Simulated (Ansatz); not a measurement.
# Ag(111) with 4 thermally displaced layers, 2x2: scattering by thermal displacements

How much do lattice vibrations at 300 K scatter the electrons of Ag? Layers with random displacements are laid between perfect leads, and the resistance is followed against their length. The measured value for the pure metal at this temperature is 1.629 µΩ cm (CRC Handbook of Chemistry and Physics, 84th ed., 2003, Electrical Resistivity of Pure Metals).

Calculated with Ansatz 0.2.0; Ansatz plane-wave DFT, PBE, PAW files; ballistic transport by layer matching (Landauer), zero bias; PAW set soft_1.

## (1) Starting point

The cell holds 40 atoms: 40 Ag. Cell: a = 5.779 Å, b = 5.779 Å, c = 23.651 Å, α = 93.5°, β = 86.5°, γ = 120.0°. It derives from Ag. Regions: lead, 24 atoms (24 Ag); scattering region, 16 atoms (16 Ag). The structure is stacked along c, and the current runs across the ab planes.

## (2) With 4 displaced layers

Each atom of 4 layers is moved at random, by amounts drawn from a normal law 0.0901 Å wide in each direction from the Debye model (225 K) at 300 K. The layers about the cell's end stay perfect and serve as the lead. Disorder leaves little or no symmetry, which makes such runs dear. Energies from -0.05 to 0.05 eV in steps of 0.05 eV are too few for the program's thermal sum, so it prints no conductance; for a metal the transmission near the Fermi level serves, at a fraction of the cost.

The input, input.yaml:

```yaml
crystal:
  lattice:
    - [5.7787594586, 0.0, 0.0]
    - [-2.8893797293, 5.0045524935, 0.0]
    - [1.4446898646, -0.8340920822, 23.5916866996]
  atoms:
    - { symbol: Ag, position: [0.9916666667, 0.0083333333, 0.05] }
    - { symbol: Ag, position: [0.9916666667, 0.5083333333, 0.05] }
    - { symbol: Ag, position: [0.4916666667, 0.0083333333, 0.05] }
    - { symbol: Ag, position: [0.4916666667, 0.5083333333, 0.05] }
    - { symbol: Ag, position: [0.1416666667, 0.3583333333, 0.15] }
    - { symbol: Ag, position: [0.1416666667, 0.8583333333, 0.15] }
    - { symbol: Ag, position: [0.6416666667, 0.3583333333, 0.15] }
    - { symbol: Ag, position: [0.6416666667, 0.8583333333, 0.15] }
    - { symbol: Ag, position: [0.2916666667, 0.2083333333, 0.25] }
    - { symbol: Ag, position: [0.2916666667, 0.7083333333, 0.25] }
    - { symbol: Ag, position: [0.7916666667, 0.2083333333, 0.25] }
    - { symbol: Ag, position: [0.7916666667, 0.7083333333, 0.25] }
    - { symbol: Ag, position: [0.953661089, 0.083594704, 0.3546776513] }
    - { symbol: Ag, position: [0.9313630121, 0.5526327885, 0.3479857297] }
    - { symbol: Ag, position: [0.4495699625, 0.057799351, 0.3528526254] }
    - { symbol: Ag, position: [0.4270262597, 0.5864770919, 0.3496316908] }
    - { symbol: Ag, position: [0.1012873552, 0.4056331869, 0.4485520859] }
    - { symbol: Ag, position: [0.1064391559, 0.9230494784, 0.4492264654] }
    - { symbol: Ag, position: [0.5960112539, 0.4201250644, 0.4466758554] }
    - { symbol: Ag, position: [0.5720362897, 0.9150179833, 0.4474388674] }
    - { symbol: Ag, position: [0.2046930895, 0.2433789379, 0.5482140764] }
    - { symbol: Ag, position: [0.2096027302, 0.7314853837, 0.5501399331] }
    - { symbol: Ag, position: [0.7540316164, 0.2536625311, 0.5471599387] }
    - { symbol: Ag, position: [0.7543174328, 0.7710559296, 0.5488541514] }
    - { symbol: Ag, position: [0.9096794231, 0.1269781885, 0.6492095588] }
    - { symbol: Ag, position: [0.8819540307, 0.6147502342, 0.6509454664] }
    - { symbol: Ag, position: [0.3976568265, 0.0847837652, 0.6474730617] }
    - { symbol: Ag, position: [0.3629069324, 0.5771935071, 0.6504828991] }
    - { symbol: Ag, position: [0.0416666667, 0.4583333333, 0.75] }
    - { symbol: Ag, position: [0.0416666667, 0.9583333333, 0.75] }
    - { symbol: Ag, position: [0.5416666667, 0.4583333333, 0.75] }
    - { symbol: Ag, position: [0.5416666667, 0.9583333333, 0.75] }
    - { symbol: Ag, position: [0.1916666667, 0.3083333333, 0.85] }
    - { symbol: Ag, position: [0.1916666667, 0.8083333333, 0.85] }
    - { symbol: Ag, position: [0.6916666667, 0.3083333333, 0.85] }
    - { symbol: Ag, position: [0.6916666667, 0.8083333333, 0.85] }
    - { symbol: Ag, position: [0.8416666667, 0.1583333333, 0.95] }
    - { symbol: Ag, position: [0.8416666667, 0.6583333333, 0.95] }
    - { symbol: Ag, position: [0.3416666667, 0.1583333333, 0.95] }
    - { symbol: Ag, position: [0.3416666667, 0.6583333333, 0.95] }
kpoints:
  mp_grid: { grid: [4, 4, 1] }
hamiltonian:
  xc: pbe
  pseudopotentials: { kind: paw, azcp: { folder: soft_1 } }
scf:
  occupations: { method: fermi_dirac, width: 0.1 }
output:
  transmission: { leads: [[0, 4]], kmesh: [8, 8], e_range: [-0.05, 0.05], de: 0.05 }
  write_potential: true
  write_density: true
  volumetric_format: npy
```

On the command line:

```sh
ansatz run input.yaml --threads 4 --pin off --max-ram 15360MiB --backend cpu --events-out ev --progress --plain --runs-dir out
```

Numbers of over 12 decimals in the logs are rounded to 6 here.

Output:

```text
Engine: ansatz 0.2.0, aarch64-unknown-linux-gnu
Pseudopotentials: kind: paw
Pseudopotential: Ag, paw, valence charge 19, recommended cutoff 420 eV (normal), soft_1/Ag.paw.azcp
Functional definition: PBE
  parameter kappa = 0.804
  parameter beta = 0.066725
  exchange = pbe_x(kappa = kappa, mu = beta*pi^2/3)
  correlation = pbe_c(beta = beta)
Crystal: 40 atoms, lattice volume = 682.274 Å³
Basis set: ecut = 420 eV, 13363 PW (Γ)
Bands: 456, of which v1, the nominal top of the filled ones, is band 380 counted from 1 (379 counted from 0)
Symmetry: 1 space group operations
Space group: P1 (ITA 1), of the structure as read, at distance tolerance 8.8e-5 Å
k-points: 10 of 16 (time reversal used)
Non-local potential: Ag, projectors of the file, l = 0: 3, l = 1: 2, l = 2: 2, l = 3: 1
PAW form: soft (Blöchl's): semilocal exchange-correlation on the pseudo side does not see the compensation charge
PAW one-centre angular grid: Ag, 590 points (default); XC on 64 Gauss nodes
Initial density: superposition of atomic densities (chi_scale 0.1, normalization cell)
Initial wavefunctions: pseudopotential atomic-orbital guess
Functional: x = pbe(κ = 0.804, μ = 0.219515), c = pbe(β = 0.066725)
SCF iter   1: F=—  HF=-303632.452100 eV  |F-HF|=—  |Δ(HF+E_count)|=         —  Δρ=7.06e-2  dr2=3.64e1  ethr=3.10e-3  ⟨swp⟩=4.0  Hψ=13563  notcnv=0  defer=87
preconditioner: auto → Kerker (q_TF=auto, 2.778 Å⁻¹)  [metal: Δε(μ)=0.057 eV  Ē_g=10.262 eV  σ=0.100 eV  W_gap=0.14  n_scr=260 (ndim 8)  ℏωp=29.8 eV  f_vac=0.000  D(μ)=14.22/eV (n_scr^D=80)]
SCF iter   2: F=—  HF=-303623.891440 eV  |F-HF|=—  |Δ(HF+E_count)|=    8.56e0  Δρ=2.48e-2  dr2=4.52e0  ethr=3.10e-3  ⟨swp⟩=2.1  Hψ=7133  notcnv=0  defer=545
SCF iter   3: F=—  HF=-303622.756642 eV  |F-HF|=—  |Δ(HF+E_count)|=    1.13e0  Δρ=9.64e-3  dr2=5.17e-1  ethr=5.94e-4  ⟨swp⟩=2.3  Hψ=6360  notcnv=0  defer=545
SCF iter   4: F=—  HF=-303622.745860 eV  |F-HF|=—  |Δ(HF+E_count)|=   1.08e-2  Δρ=2.24e-3  dr2=1.90e-2  ethr=6.80e-5  ⟨swp⟩=2.6  Hψ=7468  notcnv=0  defer=540
SCF iter   5: F=—  HF=-303622.753112 eV  |F-HF|=—  |Δ(HF+E_count)|=   7.25e-3  Δρ=3.76e-4  dr2=9.81e-4  ethr=2.50e-6  ⟨swp⟩=2.0  Hψ=6225  notcnv=0  defer=540
SCF iter   6: F=—  HF=-303622.753513 eV  |F-HF|=—  |Δ(HF+E_count)|=   4.01e-4  Δρ=1.79e-4  dr2=3.92e-4  ethr=1.29e-7  ⟨swp⟩=2.3  Hψ=7814  notcnv=0  defer=540
SCF iter   7: F=—  HF=-303622.753503 eV  |F-HF|=—  |Δ(HF+E_count)|=   9.53e-6  Δρ=4.96e-5  dr2=2.10e-5  ethr=5.16e-8  ⟨swp⟩=2.4  Hψ=7588  notcnv=0  defer=540
SCF iter   8: F=—  HF=-303622.753685 eV  |F-HF|=—  |Δ(HF+E_count)|=   1.81e-4  Δρ=1.78e-5  dr2=4.12e-6  ethr=2.77e-9  ⟨swp⟩=2.0  Hψ=6220  notcnv=0  defer=540
SCF iter   9: F=—  HF=-303622.753685 eV  |F-HF|=—  |Δ(HF+E_count)|=   1.28e-7  Δρ=4.00e-6  dr2=5.50e-7  ethr=5.43e-10  ⟨swp⟩=2.6  Hψ=6673  notcnv=0  defer=540
SCF iter  10: F=—  HF=-303622.753685 eV  |F-HF|=—  |Δ(HF+E_count)|=  9.31e-10  Δρ=2.01e-6  dr2=1.07e-7  ethr=1.32e-11  ⟨swp⟩=7.7  Hψ=16037  notcnv=0
SCF iter  11: F=-303622.753684 eV  HF=-303622.753685 eV  |F-HF|=2.27e-8  |Δ(HF+E_count)|=   4.31e-9  Δρ=7.91e-7  dr2=2.38e-8  ethr=1.32e-11  ⟨swp⟩=2.0  Hψ=8397  notcnv=0
SCF 1 converged in 11 iterations: F = -303622.753684 eV  dr2 = 2.38e-8
  greatest PAW one-centre occupation: 1.001 electrons in one spin orbital (limit 2), on the Ag atom at site 16 (counted from 0), in its partial waves of l = 0
transmission: 108 of 1020 steps passed
transmission: 207 of 1020 steps passed
[...]
transmission: 1020 of 1020 steps passed
SCF converged after 11 iterations
Free energy (F): -303622.753684 eV
Harris-Foulkes:  -303622.753685 eV  (|F-HF|=2.27e-8)
Internal energy: -303622.323047 eV  (E = F + TS)
E sigma→0 (E₀):  -303622.538366 eV
Entropy (-TS):   -0.430638 eV (-10.766 meV/atom)
Fermi energy:    17.232667 eV
--- Per-component energies (eV) ---
  E_band       = -9460.835686
  E_kinetic    = 18719.843881
  E_local      = -83759.330602  (includes V_loc(G=0)·N_el)
  E_nonlocal   = 1267.401770
  E_hartree    = 41187.918885
  E_xc         = -6370.545449
  E_vxc        = -8064.518532  (∫ρ·V_xc dr)
  E_paw        = -158213.169821  (= ΣΔE_a)
  E_vpaw       = -20000.076006  (= ΣTr[D̂ρ^β])
  E_aug_tail   = 0.014974  (compensation charges beyond the density's cutoff)
  E_ewald      = -116454.456685
  E_smearing   = -0.430638  (= −TS)
  E_closure    = 0.000000  (closes the sum)
  Σ components = -303622.753684   (vs F -303622.753684, Δ=0.00e0)
--- Band table (eV; the first three rows and the last of 10) ---
  k-point 0: bands = [... 376 lower, 17.3798, 17.6897, 17.7111, 17.7404, 17.7668, 18.0085, 18.0388, 18.2356, ... 72 higher]
  k-point 1: bands = [... 376 lower, 16.8330, 16.8532, 16.9587, 17.0970, 17.1468, 17.2840, 17.5506, 17.7155, ... 72 higher]
  k-point 2: bands = [... 376 lower, 16.7885, 16.8229, 16.9709, 17.0021, 17.3053, 17.3766, 17.5851, 17.6415, ... 72 higher]
  k-point 9: bands = [... 376 lower, 16.8298, 16.8678, 16.8827, 16.8915, 17.5685, 17.5764, 17.5878, 17.6113, ... 72 higher]
--- Transmission ---
  basis      : 253 plane waves across, 30 finite elements along
  points     : 34, standing for a mesh of 8 x 8
  energies   : 3 from -0.050000 to 0.050000 eV about the Fermi level, 0.050000 eV apart; the leads are filled to 0.000000 eV, and channels, transmission and decay are at 0.000000 eV
  crystal 0  : Ag4, at the sites [0, 4], period 2.3592 Å, over 14.16 Å; its Hamiltonian steps by up to 3.8 meV
    offset         : up to 0.0000 Å between an atom of the period and one for which it stands
    channels       : 3.234375e0 a spin
    conductance    : none, the energies end too early or step too widely for 300 K: set another output.transmission.e_range or a lower de, or, where they end at an eighth of basis.ecutwfc, a higher one
  junction   : crystal 0 to crystal 0, 0.70 to 21.93 Å
    transmission   : 3.177593e0 a spin
    conductance    : none, the energies end too early or step too widely for 300 K: set another output.transmission.e_range or a lower de, or, where they end at an eighth of basis.ecutwfc, a higher one
```

Wall time 8.5 min (4 threads of Arm Neoverse V1, shared host); peak memory 6 GiB; 29 min of CPU time.

Numbers from this step:

```
free energy                                    : -303622.7537 eV
energy at zero smearing                        : -303622.5384 eV
Fermi energy                                   : 17.23 eV
cell area                                      : 28.92 Å²
transmission per spin nearest the Fermi level  : 3.178
open channels per spin nearest the Fermi level : 3.234
step of the lead's potential                   : 3.8 meV
```

Per spin. The transmission, zone mean stays at 3.18 for energy from -0.05 to 0.05 eV.

Per spin. The open channels, zone mean, lead stays at 3.23 for energy from -0.05 to 0.05 eV.

Transmission over k1 and k2. At 0.0000 eV from the Fermi level.

Values, 8 rows by 8 columns:
```
2.99 3.92 2.99 2.99 3.82 2.99 2.99 2.99
2.99 2.99 3.87 2.98 3.80 2.99 2.99 2.99
2.99 2.99 2.98 2.81 2.78 2.99 2.99 2.99
3.91 3.91 3.89 2.84 2.85 2.84 3.89 3.91
2.99 2.99 2.99 2.99 2.78 2.81 2.98 2.99
2.99 2.99 2.99 2.99 3.80 2.98 3.87 2.99
2.99 2.99 2.99 2.99 3.82 2.99 2.99 3.92
3.92 2.99 2.99 2.99 3.82 2.99 2.99 2.99
```
Columns: k1 (b1) from -0.5 to 0.375; rows upwards: k2 (b2) from -0.5 to 0.375.

Open channels over k1 and k2. At 0.0000 eV from the Fermi level.

Ten even steps from '0' (3.00) to '9' (4.00):
```
09009000
00909000
00000000
99900099
00000000
00009090
00009009
90009000
```
Columns: k1 (b1) from -0.5 to 0.375; rows upwards: k2 (b2) from -0.5 to 0.375.

Over the solved energies the transmission per spin lies between 3.18 and 3.18, out of 3.23 channels of the lead on average (up to 3.23).

## (3) With 8 displaced layers

Each atom of 8 layers is moved at random, by amounts drawn from a normal law 0.0901 Å wide in each direction from the Debye model (225 K) at 300 K. A fresh draw is used; the growth of the resistance with length is what counts.

System of this step: Ag(111) with 8 thermally displaced layers, 2x2. The cell holds 56 atoms: 56 Ag. Its edges and angles: a = 5.779 Å, b = 5.779 Å, c = 33.070 Å, α = 87.5°, β = 92.5°, γ = 120.0°. It derives from Ag. Regions: lead, 24 atoms (24 Ag); scattering region, 32 atoms (32 Ag). The structure is stacked along c, and the current runs across the ab planes.

The input, input.yaml:

```yaml
crystal:
  lattice:
    - [5.7787594586, 0.0, 0.0]
    - [-2.8893797293, 5.0045524935, 0.0]
    - [-1.4446898646, 0.8340920822, 33.0283613795]
  atoms:
    - { symbol: Ag, position: [0.005952381, 0.994047619, 0.0357142857] }
    - { symbol: Ag, position: [0.005952381, 0.494047619, 0.0357142857] }
    - { symbol: Ag, position: [0.505952381, 0.994047619, 0.0357142857] }
    - { symbol: Ag, position: [0.505952381, 0.494047619, 0.0357142857] }
    - { symbol: Ag, position: [0.1845238095, 0.3154761905, 0.1071428571] }
    - { symbol: Ag, position: [0.1845238095, 0.8154761905, 0.1071428571] }
    - { symbol: Ag, position: [0.6845238095, 0.3154761905, 0.1071428571] }
    - { symbol: Ag, position: [0.6845238095, 0.8154761905, 0.1071428571] }
    - { symbol: Ag, position: [0.3630952381, 0.1369047619, 0.1785714286] }
    - { symbol: Ag, position: [0.3630952381, 0.6369047619, 0.1785714286] }
    - { symbol: Ag, position: [0.8630952381, 0.1369047619, 0.1785714286] }
    - { symbol: Ag, position: [0.8630952381, 0.6369047619, 0.1785714286] }
    - { symbol: Ag, position: [0.0438756505, 0.9444016523, 0.253780204] }
    - { symbol: Ag, position: [0.060312994, 0.4694463692, 0.251095903] }
    - { symbol: Ag, position: [0.544856157, 0.9340723735, 0.2516748705] }
    - { symbol: Ag, position: [0.5353096719, 0.4263484108, 0.2509467379] }
    - { symbol: Ag, position: [0.2231692882, 0.2940325733, 0.3202307595] }
    - { symbol: Ag, position: [0.2226417101, 0.7863332459, 0.3190380291] }
    - { symbol: Ag, position: [0.7288507105, 0.2776481557, 0.3227721205] }
    - { symbol: Ag, position: [0.7221548671, 0.7990433935, 0.3230796318] }
    - { symbol: Ag, position: [0.4022955459, 0.1119958432, 0.3962938993] }
    - { symbol: Ag, position: [0.4129740922, 0.5724572559, 0.3952664277] }
    - { symbol: Ag, position: [0.9047584114, 0.0999582631, 0.3901108455] }
    - { symbol: Ag, position: [0.9073114185, 0.5782155584, 0.3944038351] }
    - { symbol: Ag, position: [0.0831420113, 0.8939551319, 0.4634604109] }
    - { symbol: Ag, position: [0.0598526412, 0.4263245886, 0.4684171032] }
    - { symbol: Ag, position: [0.5926646223, 0.890866162, 0.4627171875] }
    - { symbol: Ag, position: [0.6027604957, 0.4508635619, 0.4654348252] }
    - { symbol: Ag, position: [0.2469853416, 0.2494049208, 0.5356689466] }
    - { symbol: Ag, position: [0.2463396975, 0.7306476514, 0.5367707747] }
    - { symbol: Ag, position: [0.7598151148, 0.2424742719, 0.5351094956] }
    - { symbol: Ag, position: [0.7320892, 0.7347456467, 0.5390056187] }
    - { symbol: Ag, position: [0.4191986726, 0.0389482094, 0.6107833701] }
    - { symbol: Ag, position: [0.4617980542, 0.6034031107, 0.6073133975] }
    - { symbol: Ag, position: [0.9148994537, 0.0388099414, 0.61075444] }
    - { symbol: Ag, position: [0.9669043108, 0.5509897757, 0.6053775279] }
    - { symbol: Ag, position: [0.1147932428, 0.872077712, 0.6778333143] }
    - { symbol: Ag, position: [0.1098662764, 0.3898631138, 0.6815582188] }
    - { symbol: Ag, position: [0.6215207307, 0.903640323, 0.6774259235] }
    - { symbol: Ag, position: [0.5982981687, 0.3490660551, 0.6746158041] }
    - { symbol: Ag, position: [0.2990278917, 0.197444228, 0.7515820744] }
    - { symbol: Ag, position: [0.312395872, 0.7317713446, 0.7522148446] }
    - { symbol: Ag, position: [0.8062012764, 0.2066402318, 0.748094998] }
    - { symbol: Ag, position: [0.7753526111, 0.7000599961, 0.7469176967] }
    - { symbol: Ag, position: [0.4702380952, 0.0297619048, 0.8214285714] }
    - { symbol: Ag, position: [0.4702380952, 0.5297619048, 0.8214285714] }
    - { symbol: Ag, position: [0.9702380952, 0.0297619048, 0.8214285714] }
    - { symbol: Ag, position: [0.9702380952, 0.5297619048, 0.8214285714] }
    - { symbol: Ag, position: [0.1488095238, 0.8511904762, 0.8928571429] }
    - { symbol: Ag, position: [0.1488095238, 0.3511904762, 0.8928571429] }
    - { symbol: Ag, position: [0.6488095238, 0.8511904762, 0.8928571429] }
    - { symbol: Ag, position: [0.6488095238, 0.3511904762, 0.8928571429] }
    - { symbol: Ag, position: [0.3273809524, 0.1726190476, 0.9642857143] }
    - { symbol: Ag, position: [0.3273809524, 0.6726190476, 0.9642857143] }
    - { symbol: Ag, position: [0.8273809524, 0.1726190476, 0.9642857143] }
    - { symbol: Ag, position: [0.8273809524, 0.6726190476, 0.9642857143] }
kpoints:
  mp_grid: { grid: [4, 4, 1] }
hamiltonian:
  xc: pbe
  pseudopotentials: { kind: paw, azcp: { folder: soft_1 } }
scf:
  occupations: { method: fermi_dirac, width: 0.1 }
output:
  transmission: { leads: [[0, 4]], kmesh: [8, 8], e_range: [-0.05, 0.05], de: 0.05 }
  write_potential: true
  write_density: true
  volumetric_format: npy
```

Output:

```text
[...]
Crystal: 56 atoms, lattice volume = 955.184 Å³
Basis set: ecut = 420 eV, 18759 PW (Γ)
Bands: 639, of which v1, the nominal top of the filled ones, is band 532 counted from 1 (531 counted from 0)
Symmetry: 1 space group operations
[...]
k-points: 10 of 16 (time reversal used)
[...]
SCF iter   1: F=—  HF=-425084.454042 eV  |F-HF|=—  |Δ(HF+E_count)|=         —  Δρ=7.04e-2  dr2=5.07e1  ethr=3.10e-3  ⟨swp⟩=4.0  Hψ=19042  notcnv=0  defer=118
[...]
SCF iter  12: F=-425070.941324 eV  HF=-425070.941324 eV  |F-HF|=3.73e-9  |Δ(HF+E_count)|=   3.49e-9  Δρ=5.56e-7  dr2=6.03e-9  ethr=9.40e-12  ⟨swp⟩=8.2  Hψ=23618  notcnv=0
SCF 1 converged in 12 iterations: F = -425070.941324 eV  dr2 = 6.03e-9
[...]
transmission: 141 of 1394 steps passed
transmission: 282 of 1394 steps passed
[...]
transmission: 1394 of 1394 steps passed
SCF converged after 12 iterations
Free energy (F): -425070.941324 eV
[...]
Internal energy: -425070.307296 eV  (E = F + TS)
E sigma→0 (E₀):  -425070.624310 eV
Entropy (-TS):   -0.634029 eV (-11.322 meV/atom)
Fermi energy:    17.161334 eV
[...]
--- Band table (eV; the first three rows and the last of 10) ---
  k-point 0: bands = [... 528 lower, 17.4419, 17.6377, 17.7041, 17.8503, 17.8795, 17.9163, 17.9557, 18.0493, ... 103 higher]
  k-point 1: bands = [... 528 lower, 16.9699, 16.9875, 17.0199, 17.0928, 17.1245, 17.2466, 17.3203, 17.4178, ... 103 higher]
  k-point 2: bands = [... 528 lower, 16.9012, 16.9259, 16.9761, 17.0020, 17.0276, 17.0821, 17.2172, 17.2333, ... 103 higher]
  k-point 9: bands = [... 528 lower, 16.7961, 16.7986, 17.0606, 17.0735, 17.0950, 17.1052, 17.4028, 17.4199, ... 103 higher]
--- Transmission ---
  basis      : 253 plane waves across, 41 finite elements along
  points     : 34, standing for a mesh of 8 x 8
[...]
channels       : 3.328125e0 a spin
[...]
junction   : crystal 0 to crystal 0, 0.70 to 31.37 Å
    transmission   : 3.185563e0 a spin
[...]
```

It took 16 min on 4 threads; peak memory 9.9 GiB; 56 min of CPU time.

This step gave:

```
free energy                                    : -425070.9413 eV
energy at zero smearing                        : -425070.6243 eV
Fermi energy                                   : 17.16 eV
transmission per spin nearest the Fermi level  : 3.186
open channels per spin nearest the Fermi level : 3.328
step of the lead's potential                   : 4.3 meV
```

Per spin. Transmission, zone mean against energy, zero at the Fermi level:

```csv
energy (eV),"transmission, zone mean"
-0.0500,3.19
0.0000,3.19
0.0500,3.13
```

Over the solved energies the transmission per spin lies between 3.13 and 3.19, out of 3.30 channels of the lead on average (up to 3.33).

(Continued in part 2 of 2.)

[Logs are printed without paths, hosts, clocks, repeated set-up lines and the standing remarks that a program may print on its own settings, such as how far it seeks lower states.]

[Hosts, paths, dates, database ids (printed as entryN), source tags and the programs' standing remarks are cut or masked in the printed files.]
